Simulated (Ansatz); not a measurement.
# Be2Ni3Pb, from a guessed structure to a relaxed one, part 2 of 2

Starting from a made-up structure for Be2Ni3Pb, the aim is the relaxed cell, its shortest contacts and, where a second run follows, its electronic structure.

Ansatz 0.2.0; DFT, PBEsol, plane-wave PAW, files of the set soft_1, scalar-relativistic, ferromagnetic start, cell and ions relaxed at zero pressure; PAW set soft_1 (the session's first sound run).

So far: Starting point; Relaxing cell and atoms. The relaxed cell has a = 4.916, c = 3.441 Å (conventional setting).

**3. Bands of the relaxed cell**

A second self-consistent run takes a narrower smearing and the mesh shown in its input; the bands follow along the standard path of the relaxed lattice.

This step: DFT, PBEsol, plane-wave PAW, files of the set soft_1, scalar-relativistic, no spin, bands and density of states at the relaxed cell; PAW set soft_1 (Ansatz 0.2.0).

Contents of input.yaml:

```yaml
crystal:
  lattice:
    - [4.9159372066, 0.0, 0.0]
    - [-2.4579686033, 4.2573265043, 0.0]
    - [0.0, 0.0, 3.4407030767]
  atoms:
    - { symbol: Pb, position: [0.0, 0.0, 0.0] }
    - { symbol: Ni, position: [0.0, 0.5, 0.5] }
    - { symbol: Ni, position: [0.5, 0.5, 0.5] }
    - { symbol: Ni, position: [0.5, 0.0, 0.5] }
    - { symbol: Be, position: [0.6666666667, 0.3333333333, 0.0] }
    - { symbol: Be, position: [0.3333333333, 0.6666666667, 0.0] }
kpoints:
  mp_grid: { grid: [8, 8, 10] }
  band_path:
    path:
      - [[0.0, 0.0, 0.0], [0.5, 0.0, 0.0], [0.33333333, 0.33333333, 0.0], [0.0, 0.0, 0.0], [0.0, 0.0, 0.5], [0.5, 0.0, 0.5], [0.33333333, 0.33333333, 0.5], [0.0, 0.0, 0.5]]
      - [[0.5, 0.0, 0.5], [0.5, 0.0, 0.0]]
      - [[0.33333333, 0.33333333, 0.0], [0.33333333, 0.33333333, 0.5]]
    npoints: 8
scf:
  occupations: { method: fermi_dirac, width: 0.03 }
  n_extra_bands: 10
hamiltonian:
  xc: pbesol
  pseudopotentials: { kind: paw, azcp: { folder: soft_1 }, xc_functional: pbe }
output:
  forces: true
  stress: true
  write_bands: true
  dos: { projected: true }
  write_density: true
  write_potential: true
  elf: true
  volumetric_format: npy
```

Command:

```sh
$ ansatz run input.yaml --threads 4 --pin off --max-ram 10240MiB --backend cpu --events-out ev --progress --plain --runs-dir out
```

Numbers of over 12 decimals in the logs are rounded to 6 here.

Output:

```text
[...]
Crystal: 6 atoms, lattice volume = 72.010 Å³
Basis set: ecut = 420 eV, 1409 PW (Γ), exchange–correlation on 72×72×48 points (8 copies of the dense FFT grid, shifted against one another)
Bands: 46, of which v1, the nominal top of the filled ones, is band 36 counted from 1 (35 counted from 0)
Symmetry: 24 space group operations
[...]
k-points: 60 of 640
[...]
SCF iter   1: F=—  HF=-29360.133012 eV  |F-HF|=—  |Δ(HF+E_count)|=         —  Δρ=2.15e-1  dr2=3.72e1  ethr=3.10e-3  ⟨swp⟩=7.1  Hψ=12029  notcnv=0  defer=5
[...]
SCF iter  10: F=-29352.958322 eV  HF=-29352.958323 eV  |F-HF|=5.44e-8  |Δ(HF+E_count)|=   2.17e-7  Δρ=1.13e-5  dr2=9.60e-8  ethr=1.39e-10  ⟨swp⟩=15.5  Hψ=24367  notcnv=0
SCF 1 converged in 10 iterations: F = -29352.958322 eV  dr2 = 9.60e-8
[...]
NSCF: frozen V_eff on 75 k-points
SCF converged after 10 iterations
Free energy (F): -29352.958322 eV
[...]
Internal energy: -29352.948802 eV  (E = F + TS)
E sigma→0 (E₀):  -29352.953562 eV
Entropy (-TS):   -0.009521 eV (-1.587 meV/atom)
Fermi energy:    14.695296 eV
[...]
--- Stress (GPa, compression-positive) ---
        0.064029       0.000000       0.000000
        0.000000       0.064029       0.000000
        0.000000       0.000000      -0.031251
  P = ⅓ Tr σ = 0.0323 GPa (0.323 kbar)
--- Band table (eV; the first three rows and the last of 60) ---
  k-point 0: bands = [... 32 lower, 13.6692, 13.7334, 13.7334, 14.2721, 14.6381, 14.8727, 16.6018, 16.6018, ... 6 higher]
  k-point 1: bands = [... 32 lower, 13.6563, 13.7328, 13.7328, 13.7540, 14.6382, 14.8686, 16.5144, 16.5144, ... 6 higher]
  k-point 2: bands = [... 32 lower, 13.7311, 13.7311, 13.8535, 13.8535, 14.6387, 14.7439, 16.2293, 16.2293, ... 6 higher]
  k-point 59: bands = [... 32 lower, 13.4368, 13.5349, 13.6015, 13.6497, 13.8549, 14.1757, 15.9440, 19.7798, ... 6 higher]
```

Wall time 7 s (4 threads of Arm Neoverse V1, shared host); peak memory 0.51 GiB; 26 s of CPU time.

This step gave:

| Property | Result |
| --- | --- |
| free energy | -29352.9583 eV |
| energy at zero smearing | -29352.9536 eV |
| smearing term TS | 0.009521 eV |
| Fermi energy | 14.70 eV |
| pressure | 0.03227 GPa |

bands.tsv at the labelled points (eV, zero at the Fermi level; the bands that come nearest the Fermi level along the path):

```tsv
point	band 34	band 35	band 36	band 37	band 38	band 39	band 40	band 41
Γ	-0.96	-0.96	-0.42	-0.06	0.18	1.91	1.91	7.04
M	-1.02	-1.00	0.24	3.30	3.35	4.17	4.77	4.88
K	-1.33	-0.83	1.70	2.09	2.09	4.27	4.27	5.24
Γ	-0.96	-0.96	-0.42	-0.06	0.18	1.91	1.91	7.04
A	-0.96	-0.83	-0.29	-0.29	-0.06	2.38	2.38	3.01
L	-1.16	-1.16	-0.95	-0.29	0.14	0.35	2.99	6.28
H	-1.27	-1.15	-0.96	-0.96	-0.57	1.37	5.44	5.44
A	-0.96	-0.83	-0.29	-0.29	-0.06	2.38	2.38	3.01
L	-1.16	-1.16	-0.95	-0.29	0.14	0.35	2.99	6.28
M	-1.02	-1.00	0.24	3.30	3.35	4.17	4.77	4.88
K	-1.33	-0.83	1.70	2.09	2.09	4.27	4.27	5.24
H	-1.27	-1.15	-0.96	-0.96	-0.57	1.37	5.44	5.44
```

States per cell as run, both spins, in windows of 1 eV, from dos.tsv (zero at the Fermi level):

```
from  to  total
  -8  -7   0.60
  -7  -6   1.30
  -6  -5   1.31
  -5  -4   2.67
  -4  -3   5.30
  -3  -2   9.07
  -2  -1  11.21
  -1   0   4.49
   0   1   2.83
   1   2   1.84
   2   3   1.43
   3   4   1.68
   4   5   1.37
```

A further 36.0 states lie below the table's range.

ELF in the ab plane at fractional z = 0.000, with atoms of Pb and Be within 0.2 Å of it. It is the smooth field of the valence electrons, not physical close to the nuclei.

Ten even steps from '_' (0.00) to '@' (0.41), each cell a mean:
```
..**%%****%%@@@@##**##@@==__
##%%##**%%@@@@@@##**##@@**==
%%##**##++--==####**##@@@@@@
****##++____..**##****######
**%%##..____--%%##**********
%%@@##..__::%%@@%%##########
@@@@%%====%%@@@@@@%%**##@@@@
%%%%%%##%%%%@@@@%%--..==@@@@
##********##%%%%::____--@@%%
************%%==______++%%**
%%@@%%##****##==....++##****
%%##@@%%****%%%%######**##%%
..::##@@****%%@@@@%%**##%%**
__..%%%%**##%%@@%%****%%##..
```
Columns run along a (4.9 Å), rows up along b (4.9 Å). Atoms in or near the plane, at fractional coordinates: Pb at (0.00, 0.00), Be at (0.67, 0.33), Be at (0.33, 0.67).

Electrostatic potential energy in the ab plane at fractional z = 0.000, with atoms of Pb and Be within 0.2 Å of it. With pseudopotentials it is smooth inside the atoms' cores, unlike the true potential.

Ten even steps from '0' (-27 eV) to '9' (16 eV), each cell a mean:
```
10489999998201
03899889997200
58997558998522
99962037999878
99830048999999
99731479999999
99866899987899
99989999743589
99999998400589
98899996102799
65579986336998
10158998789984
00058999999830
20169999999501
```
Columns run along a (4.9 Å; values clipped at the 3rd and 97th percentile), rows up along b (4.9 Å). Atoms in or near the plane, at fractional coordinates: Pb at (0.00, 0.00), Be at (0.67, 0.33), Be at (0.33, 0.67).

Valence density in the ab plane at fractional z = 0.000, with atoms of Pb and Be within 0.2 Å of it. It is the smooth field of the valence electrons, not physical close to the nuclei.

Ten steps, logarithmic in the rise over the least value, from '_' (0.1 e/Å³) to '@' (7.8 e/Å³), each cell a mean:
```
@@%%++::............--**%%@@
##++--..............--**##%%
==--................--==****
::........__........::------
........____................
............................
............................
............................
..................____......
..::::::..........__........
==++==--::................::
####**==::..............--++
@@%%##++::............--++%%
@@@@##==............::==##@@
```
Columns run along a (4.9 Å), rows up along b (4.9 Å). Atoms in or near the plane, at fractional coordinates: Pb at (0.00, 0.00), Be at (0.67, 0.33), Be at (0.33, 0.67).

**4. Summary of results**

```
space group, relaxed : P6/mmm
conventional cell    : a = 4.916, b = 4.916, c = 3.441 Å; α = 90.0°, β = 90.0°, γ = 120.0°
volume per atom      : 12.00 Å³ (guess 12.47)
total moment         : 0.00 μB in the cell of 6 atoms
```

Be2Ni3Pb relaxes to P6/mmm with a = 4.916, b = 4.916 and c = 3.441 Å. The guessed volume was 4 % too large. The space group P6/mmm was held in the relaxation, so the end point is a stationary structure within it and may be a saddle against distortions or other arrangements. The moments died out from this one start and weren't seeded again at the relaxed cell. Bands cross the Fermi level, so it is a metal or semimetal at this level. On the 8×8×10 mesh with the narrower smearing (relaxed on 7×7×7) the forces vanish, as symmetry may demand, and the largest stress component is 0.064 GPa, against the relaxation's thresholds of 0.015 eV/Å and 0.05 GPa. The cutoff wasn't tested. A vector of the cell changed its length by 9 %, more than the volume shows. Spin-orbit coupling is left out, which can matter for elements this heavy. No dispersion term is used, so weakly bound directions may come out too long. Nothing here tests whether the compound is stable against decomposition.

[Logs are printed without paths, hosts, clocks, repeated set-up lines and the standing remarks that a program may print on its own settings, such as how far it seeks lower states.]

[Hosts, paths, dates, database ids (printed as entryN), source tags and the programs' standing remarks are cut or masked in the printed files.]
